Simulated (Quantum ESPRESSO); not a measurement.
# MgO (Periclase): the LO frequency by hand

Aim: work out the LO frequency and the static dielectric constant of MgO (Periclase) from one linear-response run, then check them.

Main program and level: Quantum ESPRESSO 7.5; DFT LDA, scalar-relativistic, plane waves, PseudoDojo norm-conserving pseudopotentials.

The database entry behind the starting cell differs from later determinations by our own check (about 0.1 % long), so it need not match the best structure at ambient conditions.

## Step 1: Set-up

Symmetry: Fm-3m, No. 225, cubic system. The conventional cell has a = 4.160 Å, b = 4.160 Å, c = 4.160 Å, α = 90.00°, β = 90.00°, γ = 90.00°. Nearest to Mg lie 6 O at 2.08 Å. O has 6 Mg at 2.08 Å nearest. Farther neighbours and most contacts between anions are not listed.

This is the cell after its relaxation at this level of theory, not the database cell from which that began.

## Step 2: What the response run gave

A linear-response run on the relaxed cell, with the response to an electric field; only its zone-centre results are used. Cutoff 84 Ry, k mesh 8×8×8.

What it wrote:

```text
[banners, grids, parts of the stress and lines that vanish by symmetry left out]
Program PHONON v.7.5
     Reading xml data from directory:

[...]
Exchange-correlation= PW
                           (   1   4   0   0   0   0   0)
[...]
kinetic-energy cut-off    =      84.0000  Ry
     charge density cut-off    =     336.0000  Ry
     convergence threshold     =      1.0E-18
[...]
Exchange-correlation= PW
                           (   1   4   0   0   0   0   0)
[...]
q = (   0.0000000   0.0000000   0.0000000 )
     49 Sym.Ops. (with q -> -q+G )
     G cutoff =  263.0275  (  12627 G-vectors)     FFT grid: ( 36, 36, 36)
     number of k points=    29
[...]
Mode symmetry, O_h (m-3m)  point group:
[...]
Dielectric constant
[...]
End of electric fields calculation
          Dielectric constant in cartesian axis
          (       3.171220382      -0.000000000      -0.000000000 )
          (      -0.000000000       3.171220382      -0.000000000 )
          (      -0.000000000      -0.000000000       3.171220382 )
          Effective charges (d Force / dE) in cartesian axis without acoustic sum rule applied (asr)
           atom    1  Mg    Mean Z*:        1.97200
      Ex  (        1.97200        0.00000       -0.00000 )
      Ey  (        0.00000        1.97200       -0.00000 )
      Ez  (       -0.00000       -0.00000        1.97200 )
           atom    2  O     Mean Z*:       -1.97159
      Ex  (       -1.97159        0.00000        0.00000 )
      Ey  (        0.00000       -1.97159       -0.00000 )
      Ez  (        0.00000       -0.00000       -1.97159 )
          Effective charges Sum: Mean:        0.00041
[...]
Effective charges (d Force / dE) in cartesian axis with asr applied:
           atom    1  Mg    Mean Z*:        1.97179
[...]
atom    2  O     Mean Z*:       -1.97179
[...]
Representation #   1 modes #   1   2   3
[...]
End of self-consistent calculation
     Convergence has been achieved
     Representation #   2 modes #   4   5   6
[...]
End of self-consistent calculation
     Convergence has been achieved
[...]
Dielectric constant in cartesian axis
          (       3.171220382      -0.000000000      -0.000000000 )
          (      -0.000000000       3.171220382      -0.000000000 )
          (      -0.000000000      -0.000000000       3.171220382 )
          Effective charges (d Force / dE) in cartesian axis without acoustic sum rule applied (asr)
           atom    1  Mg    Mean Z*:        1.97200
      Ex  (        1.97200        0.00000       -0.00000 )
      Ey  (        0.00000        1.97200       -0.00000 )
      Ez  (       -0.00000       -0.00000        1.97200 )
           atom    2  O     Mean Z*:       -1.97159
      Ex  (       -1.97159        0.00000        0.00000 )
      Ey  (        0.00000       -1.97159       -0.00000 )
      Ez  (        0.00000       -0.00000       -1.97159 )
          Effective charges Sum: Mean:        0.00041
[...]
Effective charges (d Force / dE) in cartesian axis with asr applied:
           atom    1  Mg    Mean Z*:        1.97179
[...]
atom    2  O     Mean Z*:       -1.97179
[...]
q = (    0.000000000   0.000000000   0.000000000 )
[...]
freq (    1) =       0.099931 [THz] =       3.333356 [cm-1]
     freq (    2) =       0.099931 [THz] =       3.333356 [cm-1]
     freq (    3) =       0.099931 [THz] =       3.333356 [cm-1]
     freq (    4) =      12.266393 [THz] =     409.162844 [cm-1]
     freq (    5) =      12.266393 [THz] =     409.162844 [cm-1]
     freq (    6) =      12.266393 [THz] =     409.162844 [cm-1]
[...]
Mode symmetry, O_h (m-3m)  point group:
     freq (   1-   3) =          3.3  [cm-1]   --> T_1u G_15  G_4- I
     freq (   4-   6) =        409.2  [cm-1]   --> T_1u G_15  G_4- I

   JOB DONE.
```

| quantity | value |
| --- | --- |
| cell volume Ω (Å³) | 18.002 |
| mass of Mg (u) | 24.305 |
| mass of O (u) | 15.999 |
| Born charge of Mg, raw (e) | 1.972 |
| Born charge of O, raw (e) | -1.972 |
| ε∞ | 3.171 |
| ω(TO) after the sum rule (cm⁻¹) | 409.2 |

## Step 3: The calculation

The charges must sum to zero over the cell; taking off their mean, 0.000 e, leaves Z* = 1.972 e on Mg. In the polar mode Mg moves against O, so the reduced mass is μ = 24.30 × 16.00 / 40.30 = 9.648 u.

A longitudinal wave builds up a field that adds to the restoring force: ω(LO)² = ω(TO)² + 4π Z*² / (μ Ω ε∞), in Hartree atomic units. With μ = 17587 electron masses and Ω = 121.48 bohr³ the second term is 7.2110e-06 Ha², or 347346 cm⁻² (1 Ha = 219474.6 cm⁻¹).

So ω(LO) = √(167412 + 347346) = 717.5 cm⁻¹, and by the Lyddane-Sachs-Teller relation ε₀ = ε∞ (ω(LO)/ω(TO))² = 9.75.

## Step 4: Check against the program

The analysis program adds the same non-analytic term to the full matrix, here for q along (1 0 0).

What it wrote:

```text
[banner, memory and clock lines left out]
Program DYNMAT v.7.5

     Reading Dynamical Matrix from file g.dyn
     ...Force constants read
     ...epsilon and Z* read

     Polarizability (A^3 units)
     multiply by 0.580134 for Clausius-Mossotti correction
         3.110391   -0.000000   -0.000000
        -0.000000    3.110391   -0.000000
        -0.000000   -0.000000    3.110391

     IR activities are in (D/A)^2/amu units

# mode   [cm-1]    [THz]      IR
    1     -0.00   -0.0000    0.0000
    2     -0.00   -0.0000    0.0000
    3      0.00    0.0000    0.0000
    4    409.16   12.2662    9.2972
    5    409.16   12.2662    9.2972
    6    717.46   21.5090    9.2972
```

ε₀ comes from the program's run without a direction of q.

| quantity | by hand | program |
| --- | --- | --- |
| ω(LO) (cm⁻¹) | 717.5 | 717.5 |
| ε₀ | 9.75 | 9.75 |

## Step 5: What came out

| Property | Result |
| --- | --- |
| TO mode | 409.2 cm⁻¹ |
| LO mode | 717.5 cm⁻¹ |
| static dielectric constant | 9.751 |

**Reading.** The LO mode of MgO (Periclase) lies at 717 cm⁻¹, 308 cm⁻¹ above the TO mode; the formula meets the program within 0.1 cm⁻¹, as it must for a cubic crystal with one polar mode. ω(LO)² − ω(TO)² goes with Z*²/ε∞: an error of 5 % in ε∞ would move the LO mode by 11.6 cm⁻¹, and semilocal functionals tend to overestimate ε∞. These are harmonic values at zero temperature, at the volume of this functional, for the structure held cubic; stability elsewhere in the zone is no part of this calculation.

[Host names and launcher messages were left out of these logs when they were recorded.]

[Logs are printed without paths, hosts, clocks, repeated set-up lines and the standing remarks that a program may print on its own settings, such as how far it seeks lower states.]

[Hosts, paths, dates, database ids (printed as entryN), source tags and the programs' standing remarks are cut or masked in the printed files.]
